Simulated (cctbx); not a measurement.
**Occupancies in La3NdCr4S12**

Cell a = 6.7090 Å, b = 9.4320 Å, c = 6.7410 Å, α = 90.00°, β = 90.39°, γ = 90.00°; space group Pm (no. 6); nominal formula La3NdCr4S12.

The data are simulated with cctbx, not measured: synchrotron X-rays, λ = 0.4959 Å, to d = 0.6 Å, 70 % of the full sphere, strongest reflection 5000 counts, noise from counting, a 2 % proportional error and a noise floor of 8 counts (s.d.); no absorption, and some extinction, which the refinements don't model.

With every site full:

```text
Rint 0.062, 3900 unique reflections to 0.60 A
cycle     R1     wR2    GooF  max shift (A)
   1  0.1171  0.2075   2.026   0.01646
   9  0.0485  0.0981   0.958   0.00048
final R1 0.0485 wR2 0.0981 GooF 0.958  parameters 102  data/parameter 38.2
atom        x        y        z      Ueq    occ   su(xyz)  su(Uiso or U11)
Nd1    0.48881  0.00000  0.53747   0.0131  1.000  0.00026  0.0008
La2    0.99355  0.50000  0.96958   0.0130  1.000  0.00028  0.0009
La3    0.50914  0.50000  0.46863   0.0095  1.000  0.00025  0.0007
La4    0.01307  0.00000  0.03194   0.0148  1.000  0.00029  0.0010
Cr1    0.49178  0.24963  1.00043   0.0184  1.000  0.00135  0.0016
Cr2    0.01511  0.75613  0.49375   0.0181  1.000  0.00111  0.0020
S1     0.08227  0.50000  0.51054   0.0153  1.000  0.00149  0.0029
S2     0.41515  0.50000  0.01504   0.0214  1.000  0.00177  0.0038
S3     0.91183  0.00000  0.48171   0.0203  1.000  0.00166  0.0035
S4     0.58392  0.00000  0.96678   0.0186  1.000  0.00161  0.0030
S5     0.71367  0.29456  0.71509   0.0195  1.000  0.00116  0.0024
S6     0.78942  0.71048  0.21718   0.0192  1.000  0.00110  0.0023
S7     0.27518  0.79417  0.28597   0.0178  1.000  0.00108  0.0022
S8     0.22080  0.20475  0.77018   0.0214  1.000  0.00105  0.0024
difference map: max 3.56 min -3.95 rms 0.69
Q1    0.0827  0.5000  0.1361    1    3.61  1.27 A from La2
Q2    0.6439  0.5000  0.5877    1    3.40  1.21 A from La3
Q3    0.9512  0.5000  0.9053    1    3.24  0.52 A from La2
Q4    0.9575  0.0000  0.0780    1    3.23  0.49 A from La4
Q5    0.9347  0.5000  0.7077    1    2.98  1.66 A from S1
Q6    0.2173  0.5000  0.4326    1    2.97  1.05 A from S1
```

With the occupancies of the suspect sites free, each still typed as its main element:

```text
Rint 0.062, 3900 unique reflections to 0.60 A
cycle     R1     wR2    GooF  max shift (A)
   1  0.0717  0.1413   1.380   0.00090
   3  0.0485  0.0981   0.958   0.00036
final R1 0.0485 wR2 0.0981 GooF 0.958  parameters 104  data/parameter 37.5
atom        x        y        z      Ueq    occ   su(xyz)  su(Uiso or U11)
Nd1    0.48879  0.00000  0.53746   0.0131  0.999  0.00026  0.0008
La2    0.99355  0.50000  0.96960   0.0131  1.004  0.00028  0.0009
La3    0.50913  0.50000  0.46862   0.0095  1.000  0.00025  0.0007
La4    0.01306  0.00000  0.03195   0.0148  1.000  0.00029  0.0010
Cr1    0.49179  0.24962  1.00039   0.0184  1.000  0.00135  0.0016
Cr2    0.01516  0.75612  0.49379   0.0181  1.000  0.00110  0.0020
S1     0.08240  0.50000  0.51053   0.0153  1.000  0.00149  0.0029
S2     0.41529  0.50000  0.01497   0.0214  1.000  0.00177  0.0038
S3     0.91197  0.00000  0.48168   0.0204  1.000  0.00167  0.0035
S4     0.58404  0.00000  0.96674   0.0185  1.000  0.00161  0.0030
S5     0.71363  0.29456  0.71511   0.0195  1.000  0.00116  0.0024
S6     0.78935  0.71049  0.21714   0.0191  1.000  0.00110  0.0023
S7     0.27517  0.79417  0.28598   0.0177  1.000  0.00108  0.0022
S8     0.22074  0.20474  0.77016   0.0214  1.000  0.00105  0.0024
su of occupancy Nd1: 0.009
su of occupancy La2: 0.009
difference map: max 3.56 min -3.94 rms 0.69
Q1    0.0831  0.5000  0.1362    1    3.61  1.27 A from La2
Q2    0.6439  0.5000  0.5876    1    3.43  1.20 A from La3
Q3    0.9508  0.5000  0.9049    1    3.17  0.52 A from La2
Q4    0.9573  0.0000  0.0781    1    3.17  0.49 A from La4
Q5    0.2172  0.5000  0.4327    1    2.98  1.05 A from S1
Q6    0.4328  0.5000  0.9068    1    2.96  0.74 A from S2
```

**Question.** What is the disorder?

X-rays count electrons. Nd1 refines to 0.999(0.009), or 59.9 electrons; the site truly holds 0.8 Nd and 0.2 La, 59.4 electrons, which is 0.990 of Nd; La2 refines to 1.004(0.009), or 57.2 electrons; the site truly holds 0.8 La and 0.2 Nd, 57.6 electrons, which is 1.011 of La. All are within 3 s.u. of full, so these data don't show the disorder. Occupancy correlates with U and the scale, and the two elements' form factors differ in shape, so the match is approximate.

Freeing them takes R1 from 0.0485 to 0.0485 and GooF from 0.96 to 0.96.

The model was made for the exercise: a known structure type with other elements put in, its volume estimated, not relaxed; displacement parameters are assumed.

[Middle refinement cycles are left out of these outputs.]

[Logs are printed without paths, hosts, clocks, repeated set-up lines and the standing remarks that a program may print on its own settings, such as how far it seeks lower states.]
